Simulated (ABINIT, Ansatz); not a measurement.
# ZrB2 (P6/mmm): zone-centre phonons

Aim: the zone-centre modes of ZrB2 (P6/mmm).

Main program and level: ABINIT 10.8.3; DFT LDA, scalar-relativistic, plane waves, JTH PAW pseudopotentials.

## (1) The starting structure

Symmetry: P6/mmm, No. 191, hexagonal system. Conventional cell: a = 3.132 Å, b = 3.132 Å, c = 3.490 Å, α = 90.00°, β = 90.00°, γ = 120.00°. Nearest to Zr lie 12 B at 2.51 Å. B has 3 B at 1.81 Å and 6 Zr at 2.51 Å nearest. Farther neighbours are not listed.

As a file:

```cif
data_structure
_symmetry_space_group_name_H-M 'P6/mmm'
_symmetry_Int_Tables_number 191
_cell_length_a 3.1324
_cell_length_b 3.1324
_cell_length_c 3.4900
_cell_angle_alpha 90.000
_cell_angle_beta 90.000
_cell_angle_gamma 120.000
_cell_volume 29.66
loop_
_atom_site_label
_atom_site_type_symbol
_atom_site_symmetry_multiplicity
_atom_site_Wyckoff_symbol
_atom_site_fract_x
_atom_site_fract_y
_atom_site_fract_z
_atom_site_occupancy
Zr1 Zr 1 a 0.00000 0.00000 0.00000 1
B1 B 2 d 0.33333 0.66667 0.50000 1
```

## (2) Relaxing the cell and atoms

Frequencies change by per cents with a per cent of volume, so the structure is first brought to rest at this level of theory.

The starting cell comes from a relaxation made beforehand in Ansatz (LDA, PAW).

File relax.abi:

```
# relaxation
ionmov 2
optcell 2
ecutsm 0.5
dilatmx 1.08
ntime 40
tolmxf 2.0d-06
tolvrs 1.0d-14
prtwf 0
prtden 0
chksymtnons 0

# basis, mesh and filling
ecut 18.0
pawecutdg 36.0
ngkpt 9 9 8
nshiftk 1
shiftk 0.0 0.0 0.0
istwfk *1
occopt 7
tsmear 0.01
nband 15
nstep 100
diemac 1000000.0
prtebands 0
prtgsr 0

# cell and atoms
acell 3*1.0 Angstrom
rprim 
    3.132370171 0.0 0.0
    -1.566185085 2.712712142 0.0
    0.0 0.0 3.490005337
ntypat 2
znucl 40 5
natom 3
typat 1 2 2
xred 
    0.0 0.0 0.0
    1/3 2/3 0.5
    2/3 1/3 0.5
pp_dirpath "./pseudo"
pseudos "Zr.xml, B.xml"
```

The run is started by

```console
$ OMP_NUM_THREADS=1 mpirun -n 4 abinit relax.abi > relax.log
```

Numbers of over 12 decimals in the logs are rounded to 6 here.

relax.abo, the main output file:

```text
[banners, grids, parts of the stress and lines that vanish by symmetry left out]
- input  file    -> relax.abi
- output file    -> relax.abo
- root for input  files -> relaxi
[...]
Symmetries : space group P6/m m m (#191); Bravais hP (primitive hexag.)
[...]
mpw =         942          nfft =       21870          nkpt =          60
[...]
== DATASET  1 ==================================================================
[...]
cutoff_energies: {ecut:  18.0, pawecutdg:  36.0, }
[...]
ETOT  1  -53.535742437078    -5.354E+01 3.309E-01 1.508E+01
 ETOT  2  -53.556526079523    -2.078E-02 6.067E-02 8.868E-01
 ETOT  3  -53.556380534703     1.455E-04 5.865E-03 1.489E-01
 ETOT  4  -53.556346281273     3.425E-05 3.971E-03 4.011E-04
 ETOT  5  -53.556347277596    -9.963E-07 2.181E-03 5.581E-05
[...]
At SCF step   14       nres2   =  1.44E-15 < tolvrs=  1.00E-14 =>converged.
[...]
sigma(1 1)= -5.00618478E-06  sigma(3 2)=  0.00000000E+00
  sigma(2 2)= -5.00618367E-06  sigma(3 1)=  0.00000000E+00
  sigma(3 3)=  1.29670252E-06  sigma(2 1)= -1.94774638E-12
[...]
convergence: {deltae:  2.913E-13, res2:  1.441E-15, residm:  2.506E-05, diffor: null, }
etotal    :  -5.35563473E+01
[...]
ETOT  1  -53.556347746725    -5.356E+01 2.020E-05 9.805E-05
[...]
At SCF step    9       nres2   =  3.33E-15 < tolvrs=  1.00E-14 =>converged.
[...]
sigma(1 1)= -1.80769758E-06  sigma(3 2)=  0.00000000E+00
  sigma(2 2)= -1.80769647E-06  sigma(3 1)=  0.00000000E+00
  sigma(3 3)=  2.12825348E-06  sigma(2 1)= -1.94732238E-12
[...]
convergence: {deltae: -3.340E-13, res2:  3.327E-15, residm:  2.491E-06, diffor: null, }
etotal    :  -5.35563475E+01
[...]
ETOT  1  -53.556347690327    -5.356E+01 1.956E-06 4.462E-05
[...]
At SCF step    8       nres2   =  8.70E-15 < tolvrs=  1.00E-14 =>converged.
[...]
sigma(1 1)=  1.86045316E-07  sigma(3 2)=  0.00000000E+00
  sigma(2 2)=  1.86046426E-07  sigma(3 1)=  0.00000000E+00
  sigma(3 3)=  1.44506767E-06  sigma(2 1)= -1.94724940E-12
[...]
convergence: {deltae:  2.487E-13, res2:  8.701E-15, residm:  6.556E-07, diffor: null, }
etotal    :  -5.35563476E+01
[...]
ETOT  1  -53.556347594836    -5.356E+01 4.964E-07 6.096E-06
[...]
At SCF step    8       nres2   =  1.64E-15 < tolvrs=  1.00E-14 =>converged.
[...]
sigma(1 1)=  2.77679427E-07  sigma(3 2)=  0.00000000E+00
  sigma(2 2)=  2.77680538E-07  sigma(3 1)=  0.00000000E+00
  sigma(3 3)=  5.56413645E-07  sigma(2 1)= -1.94738515E-12
[...]
convergence: {deltae:  5.755E-13, res2:  1.643E-15, residm:  1.695E-07, diffor: null, }
etotal    :  -5.35563476E+01
[...]
ETOT  1  -53.556347584487    -5.356E+01 1.277E-07 2.254E-06
[...]
At SCF step    8       nres2   =  1.86E-15 < tolvrs=  1.00E-14 =>converged.
[...]
sigma(1 1)=  5.93518873E-08  sigma(3 2)=  0.00000000E+00
  sigma(2 2)=  5.93529982E-08  sigma(3 1)=  0.00000000E+00
  sigma(3 3)=  3.22048833E-08  sigma(2 1)= -1.94749291E-12
[...]
convergence: {deltae:  3.482E-13, res2:  1.856E-15, residm:  4.485E-08, diffor: null, }
etotal    :  -5.35563476E+01
[...]
ETOT  1  -53.556347578096    -5.356E+01 3.413E-08 3.260E-08
[...]
ETOT  6  -53.556347578011    -1.066E-13 1.509E-08 1.278E-14
 ETOT  7  -53.556347578011     5.898E-13 2.655E-08 2.260E-16
 At SCF step    7       nres2   =  2.26E-16 < tolvrs=  1.00E-14 =>converged.
[...]
sigma(1 1)=  5.34434132E-09  sigma(3 2)=  0.00000000E+00
  sigma(2 2)=  5.34545221E-09  sigma(3 1)=  0.00000000E+00
  sigma(3 3)= -9.51346736E-10  sigma(2 1)= -1.94750182E-12
[...]
convergence: {deltae:  5.898E-13, res2:  2.260E-16, residm:  2.655E-08, diffor: null, }
etotal    :  -5.35563476E+01
[...]
At Broyd/MD step   6, gradients are converged :
[...]
sigma(1 1)=  5.34434132E-09  sigma(3 2)=  0.00000000E+00
  sigma(2 2)=  5.34545221E-09  sigma(3 1)=  0.00000000E+00
  sigma(3 3)= -9.51346736E-10  sigma(2 1)= -1.94750182E-12
[...]
- sigma(1 1)=  1.57235950E-04  sigma(3 2)=  0.00000000E+00
- sigma(2 2)=  1.57268634E-04  sigma(3 1)=  0.00000000E+00
- sigma(3 3)= -2.79895873E-05  sigma(2 1)= -5.72974818E-08
[...]
fcart      6.0635369351E-29 -1.0502354047E-28 -0.0000000000E+00
           strten      5.3443413167E-09  5.3454522145E-09 -9.5134673576E-10
================================================================================

[key lines of the parts left out:]
pressure_GPa:  -9.5505E-05
Total energy DC (eV): -9.91654808366743E+04
```

Elapsed: 79 s, on 4 MPI ranks of Arm Neoverse N1, shared host; 5.3 min of CPU time.

Little changed from the start: no atom moved by 0.005 Å and no cell edge by 0.1 %.

Read from the output:

```yaml
volume_per_atom: 9.888 Å³
pressure: -9.55e-5 GPa
gap_on_the_k_mesh: 0 eV
```

## (3) Self-consistent run for the response

The response is built on these wavefunctions, so the potential is converged far more tightly than an energy would need. Occupations are smeared.

File gs.abi:

```
# ground state
tolvrs 1.0d-16
prtden 1
prtwf 1

# basis, mesh and filling
ecut 18.0
pawecutdg 36.0
ngkpt 9 9 8
nshiftk 1
shiftk 0.0 0.0 0.0
istwfk *1
occopt 7
tsmear 0.01
nband 15
nstep 100
diemac 1000000.0
prtebands 0
prtgsr 0

# cell and atoms
acell 3*1.0 Angstrom
rprim 
    3.133235062 0.0 0.0
    -1.566617531 2.713461159 0.0
    0.0 0.0 3.489125603
ntypat 2
znucl 40 5
natom 3
typat 1 2 2
xred 
    0.0 0.0 0.0
    1/3 2/3 0.5
    2/3 1/3 0.5
pp_dirpath "./pseudo"
pseudos "Zr.xml, B.xml"
```

The run is started by

```console
$ OMP_NUM_THREADS=1 mpirun -n 4 abinit gs.abi > gs.log
```

gs.abo, the main output file:

```text
[banners, grids, parts of the stress and lines that vanish by symmetry left out]
- input  file    -> gs.abi
- output file    -> gs.abo
- root for input  files -> gsi
[...]
Symmetries : space group P6/m m m (#191); Bravais hP (primitive hexag.)
[...]
mpw =         745          nfft =       15552          nkpt =          60
[...]
== DATASET  1 ==================================================================
[...]
cutoff_energies: {ecut:  18.0, pawecutdg:  36.0, }
[...]
ETOT  1  -53.548500426496    -5.355E+01 3.275E-01 1.066E+01
 ETOT  2  -53.556556207486    -8.056E-03 3.351E-02 6.098E-01
 ETOT  3  -53.556409144785     1.471E-04 1.352E-02 1.002E-01
 ETOT  4  -53.556379236100     2.991E-05 4.737E-03 2.851E-04
 ETOT  5  -53.556380099250    -8.631E-07 1.895E-03 3.463E-05
[...]
ETOT 14  -53.556380097407    -2.132E-13 2.804E-05 1.120E-15
 ETOT 15  -53.556380097407     2.416E-13 2.302E-05 3.816E-17
 At SCF step   15       nres2   =  3.82E-17 < tolvrs=  1.00E-16 =>converged.
[...]
sigma(1 1)=  8.30444279E-06  sigma(3 2)=  0.00000000E+00
  sigma(2 2)=  8.30444840E-06  sigma(3 1)=  0.00000000E+00
  sigma(3 3)=  9.25060782E-06  sigma(2 1)=  0.00000000E+00
[...]
convergence: {deltae:  2.416E-13, res2:  3.816E-17, residm:  2.302E-05, diffor: null, }
etotal    :  -5.35563801E+01
[...]
sigma(1 1)=  8.30444279E-06  sigma(3 2)=  0.00000000E+00
  sigma(2 2)=  8.30444840E-06  sigma(3 1)=  0.00000000E+00
  sigma(3 3)=  9.25060782E-06  sigma(2 1)=  0.00000000E+00
[...]
- sigma(1 1)=  2.44325142E-01  sigma(3 2)=  0.00000000E+00
- sigma(2 2)=  2.44325307E-01  sigma(3 1)=  0.00000000E+00
- sigma(3 3)=  2.72162279E-01  sigma(2 1)=  0.00000000E+00
[...]
fcart      1.2127073860E-28  7.0015693595E-29 -0.0000000000E+00
           strten      8.3044427879E-06  8.3044484005E-06  9.2506078239E-06
================================================================================

[key lines of the parts left out:]
pressure_GPa:  -2.5360E-01
Total energy DC (eV): -9.91654817215722E+04
```

The job ended after 17 s (4 MPI ranks).

Read from the output:

```
pressure : -0.2536 GPa
```

The cell stands at -0.25 GPa: the relaxation ran with a smoothed cutoff, and the difference is a stress of the finite basis.

[end of part 1 of 2]

[Host names and launcher messages were left out of these logs when they were recorded.]

[Logs are printed without paths, hosts, clocks, repeated set-up lines and the standing remarks that a program may print on its own settings, such as how far it seeks lower states.]

[Hosts, paths, dates, database ids (printed as entryN), source tags and the programs' standing remarks are cut or masked in the printed files.]
